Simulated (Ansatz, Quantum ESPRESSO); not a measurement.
# Mode couplings of Pt (Fm-3m) in a second program

Wanted: phonons, linewidths and couplings of Pt (Fm-3m) from a second program. The first relaxation steps of the session are not shown, so no cell shown is the starting entry, unless a step says so.

Calculated with Ansatz 0.2.0 and Quantum ESPRESSO 7.5; DFT PBE, scalar-relativistic, plane waves, PAW; PAW set soft_1, in the first sound run; inputs show where later runs differ.

### 1. The cell after earlier relaxation steps

Symmetry: Fm-3m, No. 225, cubic system. Conventional cell: a = 3.967 Å, b = 3.967 Å, c = 3.967 Å, α = 90.00°, β = 90.00°, γ = 90.00°. Nearest to Pt lie 12 Pt at 2.81 Å.

### 2. Relaxation

Lattice constant and positions set the bands and the force constants, so the cell is relaxed first. Earlier relaxation steps are not shown.

Input file input.yaml:

```yaml
crystal:
  lattice:
    - [0.0, 1.9835733722, 1.9835733722]
    - [1.9835733722, 0.0, 1.9835733722]
    - [1.9835733722, 1.9835733722, 0.0]
  atoms:
    - { symbol: Pt, position: [0.0, 0.0, 0.0] }
kpoints:
  mp_grid: { grid: [12, 12, 12] }
hamiltonian:
  xc: pbe
  pseudopotentials: { kind: paw, azcp: { folder: soft_1 } }
scf:
  occupations: { method: gaussian, width: 0.1 }
output:
  forces: true
  stress: true
  eigenvalues: true
relax:
  adjacent_minimum: "off"
  f_tol: 0.005
  max_steps: 80
  cell: { stress_tol: 0.05 }
```

Launch:

```bash
$ ansatz run input.yaml --threads 4 --pin off --max-ram 12288MiB --backend cpu --events-out ev --progress --plain --runs-dir out
```

Numbers of over 12 decimals in the logs are rounded to 6 here.

The program printed:

```text
[the first part of the log is left out]
  E_local      = -1473.405683  (includes V_loc(G=0)·N_el)
  E_nonlocal   = 203.721816
  E_hartree    = 558.121653
  E_xc         = -232.082672
  E_vxc        = -271.055365  (∫ρ·V_xc dr)
  E_paw        = -9483.705433  (= ΣΔE_a)
  E_vpaw       = -317.235817  (= ΣTr[D̂ρ^β])
  E_aug_tail   = 0.001171  (compensation charges beyond the density's cutoff)
  E_ewald      = -2693.573493
  E_smearing   = -0.010746  (= −TS)
  E_closure    = 0.000000  (closes the sum)
  Σ components = -12524.715368   (vs F -12524.715368, Δ=0.00e0)
--- Forces (eV/Å), atoms counted from 1 ---
  atom   1  Pt     0.00000000     0.00000000     0.00000000
  max |Σ_I F_I| component: 2.98e-32 eV/Å
--- Stress (GPa, compression-positive) ---
       -0.007884      -0.000000      -0.000000
       -0.000000      -0.007884      -0.000000
       -0.000000      -0.000000      -0.007884
  P = ⅓ Tr σ = -0.0079 GPa (-0.079 kbar)
--- Band table (eV; the first three rows and the last of 72) ---
  k-point 0: bands = ["-76.1572", "-30.1017", "-30.1017", "-30.1017", "12.4423", "18.6999", "18.6999", "18.6999", "20.7347", "20.7347", "36.9915", "41.7227", "41.7227"]
  k-point 1: bands = ["-76.1554", "-30.1298", "-30.1057", "-30.1057", "12.7111", "18.5876", "18.8026", "18.8026", "20.6815", "20.6815", "37.3855", "40.4026", "42.1171"]
  k-point 2: bands = ["-76.1504", "-30.2065", "-30.1169", "-30.1169", "13.4583", "18.3626", "19.0115", "19.0115", "20.6409", "20.6409", "37.9852", "38.3374", "43.2050"]
  k-point 71: bands = ["-76.1205", "-30.3761", "-30.3761", "-30.2608", "16.9331", "17.9766", "17.9766", "20.3975", "22.7420", "29.1369", "30.3701", "30.3701", "34.0019"]
--- Relaxed structure (3 steps of the walk, 2 accepted, 1 SCFs on fresh bases) ---
  F+E_penalty+E_count = -12524.71536848 eV   max|allowed force component| = 0.000e0 eV/Å   (the final SCF, on the basis selected at the relaxed cell)
  cell:  # Å, volume = 15.6507 Å³
    - [0, 1.985337, 1.985337]
    - [1.985337, 0, 1.985337]
    - [1.985337, 1.985337, 0]
  atoms:
    - { symbol: Pt, position: [0.0, 0.0, 0.0] }
```

It took 0.91 s on 4 threads of Intel Xeon Platinum 8559C (Emerald Rapids), shared host; peak memory 0.48 GiB.

Little changed from the start: no atom moved by 0.005 Å and no cell edge by 0.1 %.

This step gave:

- pressure: -0.007884 GPa
- volume per atom: 15.65 Å³/atom
- metallic on mesh: yes
- gap on the k-mesh: 0 eV

The largest force is now zero by symmetry and the largest stress component 0.0079 GPa.

### 3. Ground state with pw.x

ph.x needs a tightly converged ground state on the same k mesh; the cell is that of the step before.

This step: DFT PBE, scalar-relativistic, plane waves, GBRV ultrasoft pseudopotentials (Quantum ESPRESSO 7.5).

Input file pw.in:

```
 &control
    calculation='scf',
    prefix='x',
    outdir='./tmp',
    pseudo_dir='./pseudo',
    tprnfor=.true.,
    tstress=.true.,
 /
 &system
    ibrav=0,
    nat=1,
    ntyp=1,
    ecutwfc=45.0,
    ecutrho=360.0,
    occupations='smearing',
    smearing='fd',
    degauss=0.00734986,
    nbnd=15,
 /
 &electrons
    conv_thr=1.0d-11,
    mixing_beta=0.5,
 /
ATOMIC_SPECIES
 Pt    195.0840  Pt.upf
CELL_PARAMETERS angstrom
     0.000000000    1.985337128    1.985337128
     1.985337128    0.000000000    1.985337128
     1.985337128    1.985337128    0.000000000
ATOMIC_POSITIONS crystal
 Pt     0.000000000   0.000000000   0.000000000
K_POINTS automatic
 12 12 12 0 0 0
```

Launch:

```bash
$ OMP_NUM_THREADS=1 mpirun -n 4 pw.x -nk 4 -in pw.in > pw.x.log
```

The program printed:

```text
Program PWSCF v.7.5

     This program is part of the open-source Quantum ESPRESSO suite
     for quantum simulation of materials; please cite
         "P. Giannozzi et al., J. Phys.:Condens. Matter 21 395502 (2009);
         "P. Giannozzi et al., J. Phys.:Condens. Matter 29 465901 (2017);
         "P. Giannozzi et al., J. Chem. Phys. 152 154105 (2020);
     in publications or presentations arising from this work. More details at

     Message from routine setup:
     using ibrav=0 with symmetry is DISCOURAGED, use correct ibrav instead

     G-vector sticks info
     --------------------
     sticks:   dense  smooth     PW     G-vecs:    dense   smooth      PW
     Sum         691     349    121                12051     4285     869

     Using Slab Decomposition

     bravais-lattice index     =            0
     lattice parameter (alat)  =       5.3058  a.u.
     unit-cell volume          =     105.6159 (a.u.)^3
     number of atoms/cell      =            1
     number of atomic types    =            1
     number of electrons       =        16.00
     number of Kohn-Sham states=           15
     kinetic-energy cutoff     =      45.0000  Ry
     charge density cutoff     =     360.0000  Ry
     scf convergence threshold =      1.0E-11
     mixing beta               =       0.5000
     number of iterations used =            8  plain     mixing
     Exchange-correlation=  SLA  PW   PBX  PBC
                           (   1   4   3   4   0   0   0)

     celldm(1)=   5.305766  celldm(2)=   0.000000  celldm(3)=   0.000000
     celldm(4)=   0.000000  celldm(5)=   0.000000  celldm(6)=   0.000000

     crystal axes: (cart. coord. in units of alat)
               a(1) = (   0.000000   0.707107   0.707107 )
               a(2) = (   0.707107   0.000000   0.707107 )
               a(3) = (   0.707107   0.707107   0.000000 )

     reciprocal axes: (cart. coord. in units 2 pi/alat)
               b(1) = ( -0.707107  0.707107  0.707107 )
               b(2) = (  0.707107 -0.707107  0.707107 )
               b(3) = (  0.707107  0.707107 -0.707107 )

     PseudoPot. # 1 for Pt read from file:
     ./pseudo/Pt.upf
     Pseudo is Ultrasoft + core correction, Zval = 16.0
     Using radial grid of  985 points,  6 beta functions with:
                l(1) =   0
                l(2) =   0
                l(3) =   1
                l(4) =   1
                l(5) =   2
                l(6) =   2
     Q(r) pseudized with  8 coefficients,  rinner =    1.300   1.300   1.300
                                                       1.300   1.300

     atomic species   valence    mass     pseudopotential
     Pt               16.00   195.08400     Pt( 1.00)

     48 Sym. Ops., with inversion, found

   Cartesian axes

     site n.     atom                  positions (alat units)
         1        Pt     tau(   1) = (   0.0000000   0.0000000   0.0000000  )

     number of k points=    72  Fermi-Dirac smearing, width (Ry)=  0.0073
                       cart. coord. in units 2pi/alat
        k(    1) = (   0.0000000   0.0000000   0.0000000), wk =   0.0011574
        k(    2) = (   0.0589256   0.0589256  -0.0589256), wk =   0.0092593
        k(    3) = (   0.1178511   0.1178511  -0.1178511), wk =   0.0092593
        k(    4) = (   0.1767767   0.1767767  -0.1767767), wk =   0.0092593
        k(    5) = (   0.2357023   0.2357023  -0.2357023), wk =   0.0092593
        k(    6) = (   0.2946278   0.2946278  -0.2946278), wk =   0.0092593
        k(    7) = (  -0.3535534  -0.3535534   0.3535534), wk =   0.0046296
        k(    8) = (   0.1178511   0.0000000  -0.0000000), wk =   0.0069444
        k(    9) = (   0.1767767   0.0589256  -0.0589256), wk =   0.0277778
        k(   10) = (   0.2357023   0.1178511  -0.1178511), wk =   0.0277778
        k(   11) = (   0.2946278   0.1767767  -0.1767767), wk =   0.0277778
        k(   12) = (   0.3535534   0.2357023  -0.2357023), wk =   0.0277778
        k(   13) = (  -0.2946278  -0.4124790   0.4124790), wk =   0.0277778
        k(   14) = (  -0.2357023  -0.3535534   0.3535534), wk =   0.0277778
        k(   15) = (  -0.1767767  -0.2946278   0.2946278), wk =   0.0277778
        k(   16) = (  -0.1178511  -0.2357023   0.2357023), wk =   0.0277778
[...]
k(   65) = (  -0.2357023  -0.4714045   0.7071068), wk =   0.0277778
        k(   66) = (  -0.1767767  -0.4124790   0.6481812), wk =   0.0555556
        k(   67) = (  -0.1178511  -0.3535534   0.5892557), wk =   0.0277778
        k(   68) = (  -0.1178511  -0.4714045   0.7071068), wk =   0.0277778
        k(   69) = (  -0.0589256  -0.4124790   0.6481812), wk =   0.0555556
        k(   70) = (   0.0000000  -0.3535534   0.5892557), wk =   0.0277778
        k(   71) = (  -0.7071068   0.2357023   0.0000000), wk =   0.0138889
        k(   72) = (  -0.7071068   0.3535534   0.0000000), wk =   0.0069444

     Dense  grid:    12051 G-vectors     FFT dimensions: (  36,  36,  36)

     Smooth grid:     4285 G-vectors     FFT dimensions: (  24,  24,  24)

     Initial potential from superposition of free atoms

     starting charge      15.5000, renormalised to      16.0000

     negative rho (up, down):  1.914E-01 0.000E+00
     Starting wfcs are   12 randomized atomic wfcs +    3 random wfcs

     per-process dynamical memory:    16.2 Mb

     Self-consistent Calculation

     iteration #  1     ecut=    45.00 Ry     beta= 0.50
     Davidson diagonalization with overlap
     ethr =  1.00E-02,  avg # of iterations =  4.8

     negative rho (up, down):  1.782E-01 0.000E+00

     total energy              =    -210.52538221 Ry
     estimated scf accuracy    <       0.77308547 Ry

     iteration #  2     ecut=    45.00 Ry     beta= 0.50
     Davidson diagonalization with overlap
     ethr =  4.83E-03,  avg # of iterations =  2.0

     negative rho (up, down):  1.789E-01 0.000E+00

     total energy              =    -210.69636986 Ry
     estimated scf accuracy    <       0.00941698 Ry

     iteration #  3     ecut=    45.00 Ry     beta= 0.50
     Davidson diagonalization with overlap
     ethr =  5.89E-05,  avg # of iterations =  3.6

     negative rho (up, down):  1.778E-01 0.000E+00

     total energy              =    -210.69831073 Ry
     estimated scf accuracy    <       0.00077330 Ry

     iteration #  4     ecut=    45.00 Ry     beta= 0.50
     Davidson diagonalization with overlap
     ethr =  4.83E-06,  avg # of iterations =  4.8

     negative rho (up, down):  1.779E-01 0.000E+00

     total energy              =    -210.69835272 Ry
     estimated scf accuracy    <       0.00000487 Ry

[...]
20.0312  36.7458  40.0554  40.9659  40.9659  48.2071  49.9789

          k = 0.1768 0.0589-0.0589 (   542 PWs)   bands (ev):

   -31.0670 -31.0067 -31.0013  12.6069  17.4329  18.3045  18.3186  19.4792
    20.1150  37.5240  38.2737  41.1996  41.8969  46.7795  48.2579

          k = 0.2357 0.1179-0.1179 (   545 PWs)   bands (ev):

   -31.1592 -31.0229 -31.0142  13.5487  17.2707  18.3242  18.4554  19.6767
    20.3591  35.6855  38.1770  41.5409  42.8131  45.1700  46.6498

          k = 0.2946 0.1768-0.1768 (   540 PWs)   bands (ev):

   -31.2589 -31.0379 -31.0314  14.3918  17.6383  18.0576  18.3577  20.4610
    20.8658  32.6727  37.5110  41.0266  42.6076  46.1154  46.5221

          k = 0.3536 0.2357-0.2357 (   539 PWs)   bands (ev):

   -31.3397 -31.0483 -31.0477  14.7017  17.8022  18.1687  18.7771  21.3653
    21.5833  29.5288  36.5932  40.0721  41.0639  47.6265  48.2618

          k =-0.2946-0.4125 0.4125 (   541 PWs)   bands (ev):

   -31.3808 -31.0602 -31.0497  14.7352  17.6858  18.0383  19.7953  21.5282
    22.7900  27.1847  36.1359  39.6909  39.8081  48.7698  49.2741

          k =-0.2357-0.3536 0.3536 (   540 PWs)   bands (ev):

   -31.3719 -31.0639 -31.0434  14.7397  17.7349  18.0366  19.6611  21.2122
    22.6062  27.8029  36.2209  39.2658  40.6708  48.0241  49.1437

          k =-0.1768-0.2946 0.2946 (   537 PWs)   bands (ev):

   -31.3154 -31.0582 -31.0304  14.6638  17.9104  18.1723  18.4723  20.5503
    21.7126  30.5812  36.8245  39.8454  42.6124  45.6886  48.2072

          k =-0.1179-0.2357 0.2357 (   538 PWs)   bands (ev):

   -31.2260 -31.0443 -31.0141  14.1706  17.4805  18.1925  18.3793  19.8385
    20.9117  33.7087  37.7353  41.0171  43.4040  45.3507  46.2953

          k =-0.0589-0.1768 0.1768 (   545 PWs)   bands (ev):

[...]
k =-0.0000-0.1179 0.1179 (   539 PWs)   bands (ev):

[...]
k = 0.2357 0.0000-0.0000 (   548 PWs)   bands (ev):

[...]
k = 0.2946 0.0589-0.0589 (   541 PWs)   bands (ev):

[...]
k = 0.3536 0.1179-0.1179 (   537 PWs)   bands (ev):

[...]
k = 0.4125 0.1768-0.1768 (   535 PWs)   bands (ev):

[...]
k =-0.2357-0.4714 0.4714 (   540 PWs)   bands (ev):

[...]
k =-0.1768-0.4125 0.4125 (   538 PWs)   bands (ev):

[...]
k =-0.1179-0.3536 0.3536 (   541 PWs)   bands (ev):

[...]
k =-0.0589-0.2946 0.2946 (   539 PWs)   bands (ev):

[...]
k = 0.0000-0.2357 0.2357 (   537 PWs)   bands (ev):

[...]
k = 0.3536 0.0000 0.0000 (   528 PWs)   bands (ev):

[...]
k = 0.4125 0.0589-0.0589 (   541 PWs)   bands (ev):

[...]
k = 0.4714 0.1179-0.1179 (   541 PWs)   bands (ev):

[...]
k =-0.1768-0.5303 0.5303 (   538 PWs)   bands (ev):

[...]
k =-0.1179-0.4714 0.4714 (   534 PWs)   bands (ev):

[...]
k =-0.0589-0.4125 0.4125 (   534 PWs)   bands (ev):

[...]
k = 0.0000-0.3536 0.3536 (   540 PWs)   bands (ev):

[...]
k = 0.4714 0.0000-0.0000 (   540 PWs)   bands (ev):

[...]
k = 0.5303 0.0589-0.0589 (   537 PWs)   bands (ev):

[...]
k =-0.1179-0.5893 0.5893 (   536 PWs)   bands (ev):

[...]
k =-0.0589-0.5303 0.5303 (   535 PWs)   bands (ev):

[...]
k = 0.5893 0.0000-0.0000 (   540 PWs)   bands (ev):

[...]
k = 0.0000-0.5893 0.5893 (   542 PWs)   bands (ev):

[...]
k =-0.7071 0.0000 0.0000 (   524 PWs)   bands (ev):

[...]
k = 0.2357 0.1179 0.0000 (   552 PWs)   bands (ev):

[...]
k = 0.2946 0.1768-0.0589 (   542 PWs)   bands (ev):

[...]
k = 0.3536 0.2357-0.1179 (   539 PWs)   bands (ev):

[...]
k = 0.3536 0.1179 0.0000 (   542 PWs)   bands (ev):

[...]
k = 0.4125 0.1768-0.0589 (   537 PWs)   bands (ev):

[...]
k = 0.0000-0.2357 0.3536 (   535 PWs)   bands (ev):

[...]
k = 0.4714 0.1179-0.0000 (   535 PWs)   bands (ev):

[...]
k = 0.0000-0.3536 0.4714 (   539 PWs)   bands (ev):

[...]
k =-0.1179-0.5893 0.7071 (   537 PWs)   bands (ev):

[...]
k =-0.0589-0.5303 0.6482 (   532 PWs)   bands (ev):

[...]
k =-0.0000-0.4714 0.5893 (   530 PWs)   bands (ev):

[...]
k =-0.7071 0.1179-0.0000 (   532 PWs)   bands (ev):

[...]
k =-0.2357-0.4714 0.7071 (   535 PWs)   bands (ev):

   -31.2899 -31.1537 -31.0790  16.0583  16.4734  17.3919  20.0061  20.5110
    23.3833  31.9182  33.9329  36.9688  43.4541  43.4779  49.1955

          k =-0.1768-0.4125 0.6482 (   540 PWs)   bands (ev):

   -31.3010 -31.1897 -31.0956  16.2842  16.7143  17.3323  19.7262  21.1241
    25.0161  29.6821  33.2189  35.9025  42.4787  45.4311  49.7930

          k =-0.1179-0.3536 0.5893 (   534 PWs)   bands (ev):

   -31.3037 -31.2031 -31.1027  16.4166  16.5329  17.6527  19.4998  21.3518
    26.8964  27.3949  33.4477  35.2420  42.1082  46.3612  49.8792

          k =-0.1179-0.4714 0.7071 (   540 PWs)   bands (ev):

   -31.3096 -31.1855 -31.1218  15.8672  16.2072  18.1092  20.3075  21.4907
    25.3530  30.2625  32.1086  34.3869  44.2367  44.2744  48.5585

          k =-0.0589-0.4125 0.6482 (   532 PWs)   bands (ev):

   -31.2872 -31.2253 -31.1281  16.0794  16.6179  17.7627  19.8069  21.7151
    27.3122  28.7413  31.3286  33.9412  43.8792  46.1497  48.5550

          k = 0.0000-0.3536 0.5893 (   530 PWs)   bands (ev):

   -31.2701 -31.2427 -31.1167  16.3394  16.9585  17.2046  19.6797  21.4863
    26.4986  30.3246  30.4133  34.7591  43.5905  45.6255  49.8552

          k =-0.7071 0.2357 0.0000 (   534 PWs)   bands (ev):

   -31.3137 -31.1972 -31.1404  15.6971  16.1101  18.6416  20.1909  21.9395
    27.3674  28.6052  31.3533  33.1899  44.5344  45.3802  47.5090

          k =-0.7071 0.3536 0.0000 (   524 PWs)   bands (ev):

   -31.2556 -31.2556 -31.1411  16.1438  17.1850  17.1850  19.6012  21.9404
    28.3373  29.5784  29.5784  33.2173  45.6584  45.6584  48.1081

     the Fermi energy is    21.5035 ev

!    total energy              =    -210.69835428 Ry
     estimated scf accuracy    <          4.6E-12 Ry
     smearing contrib. (-TS)   =      -0.00394822 Ry
     internal energy E=F+TS    =    -210.69440605 Ry

     The total energy is F=E-TS. E is the sum of the following terms:
     one-electron contribution =     -22.79104402 Ry
     hartree contribution      =      25.41551063 Ry
     xc contribution           =     -56.89497126 Ry
     ewald contribution        =    -156.42390141 Ry

     convergence has been achieved in   8 iterations

     negative rho (up, down):  1.780E-01 0.000E+00

     Forces acting on atoms (cartesian axes, Ry/au):

     atom    1 type  1   force =     0.00000000    0.00000000    0.00000000

     Total force =     0.000000     Total SCF correction =     0.000000

     Computing stress (Cartesian axis) and pressure

     negative rho (up, down):  1.780E-01 0.000E+00
          total   stress  (Ry/bohr**3)                   (kbar)     P=       -8.08
  -0.00005494  -0.00000000  -0.00000000           -8.08       -0.00       -0.00
  -0.00000000  -0.00005494  -0.00000000           -0.00       -8.08       -0.00
  -0.00000000  -0.00000000  -0.00005494           -0.00       -0.00       -8.08

     Writing all to output data dir ./tmp/x.save/ :
     XML data file, charge density, pseudopotentials, collected wavefunctions

   JOB DONE.
```

The job ended after 3.5 s (4 MPI ranks; 13 s of CPU time).

Numbers from this step:

```yaml
pressure: -0.8080 GPa
```

With these potentials, mesh and smearing the cell is at -0.81 GPa.

(Part 1 of 4 ends here.)

[Logs are printed without paths, hosts, clocks, repeated set-up lines and the standing remarks that a program may print on its own settings, such as how far it seeks lower states.]

[Hosts, paths, dates, database ids (printed as entryN), source tags and the programs' standing remarks are cut or masked in the printed files.]
